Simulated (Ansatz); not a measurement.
An input for Ansatz 0.2.0 (BaNaCeBiO6 (F-43m)):

```yaml
crystal:
  lattice:
    - [0.0, 4.34605059, 4.34605059]
    - [4.34605059, 0.0, 4.34605059]
    - [4.34605059, 4.34605059, 0.0]
  atoms:
    - { symbol: Na, position: [0.25, 0.25, 0.25] }
    - { symbol: Ba, position: [0.75, 0.75, 0.75] }
    - { symbol: Ce, position: [0.5, 0.5, 0.5] }
    - { symbol: Bi, position: [0.0, 0.0, 0.0] }
    - { symbol: O, position: [0.75481785, 0.24518215, 0.24518215] }
    - { symbol: O, position: [0.24518215, 0.75481785, 0.75481785] }
    - { symbol: O, position: [0.75481785, 0.75481785, 0.24518215] }
    - { symbol: O, position: [0.24518215, 0.24518215, 0.75481785] }
    - { symbol: O, position: [0.24518215, 0.75481785, 0.24518215] }
    - { symbol: O, position: [0.75481785, 0.24518215, 0.75481785] }
kpoints:
  mp_grid: { grid: [4, 4, 4] }
  band_path:
    path:
      - [0.0, 0.0, 0.0]
      - [-0.5, -0.5, 0.0]
      - [-0.375, -0.375, 0.25]
      - [-0.375, 0.0, 0.375]
      - [0.0, 0.0, 0.5]
      - [-0.5, -0.25, 0.25]
    npoints: 1
hamiltonian:
  xc: hse06
  pseudopotentials: { kind: paw, azcp: { folder: soft_1 } }
scf:
  occupations: { method: fixed }
  n_extra_bands: 7
output:
  eigenvalues: true
  write_density: true
  write_potential: true
  elf: true
  volumetric_format: npy
```

```sh
ansatz run input.yaml --threads 2 --pin off --max-ram 92160MiB --backend cuda --events-out ev --progress --plain --runs-dir out --devices 1 --max-vram 13GiB
```

Estimate wall time and host memory on 1 × NVIDIA H100 80GB HBM3 (shared by 6 runs) with 2 threads of AMD EPYC 7R13 (Zen 3), shared host.

It took 35 s; on shared hardware allow 18 s to 71 s. Peak host memory was 1.5 GiB. The sizes that set the cost: 3143 plane waves a state, 8 irreducible k points and 25 SCF cycles.

Exact exchange couples every pair of k points and filled bands, so it costs far more than a semilocal run.

[Paths, hosts, dates, memory and timing lines, banners, echoed tables and standing remarks are left out of the program output.]

[Logs are printed without paths, hosts, clocks, repeated set-up lines and the standing remarks that a program may print on its own settings, such as how far it seeks lower states.]

[Runs of the session that timed out or met a known fault of the program may be left out.]

[Cells called generated may have been cut or substituted from an entry of the Crystallography Open Database or the Materials Project.]

[Hosts, paths, dates, database ids (printed as entryN), source tags and the programs' standing remarks are cut or masked in the printed files.]
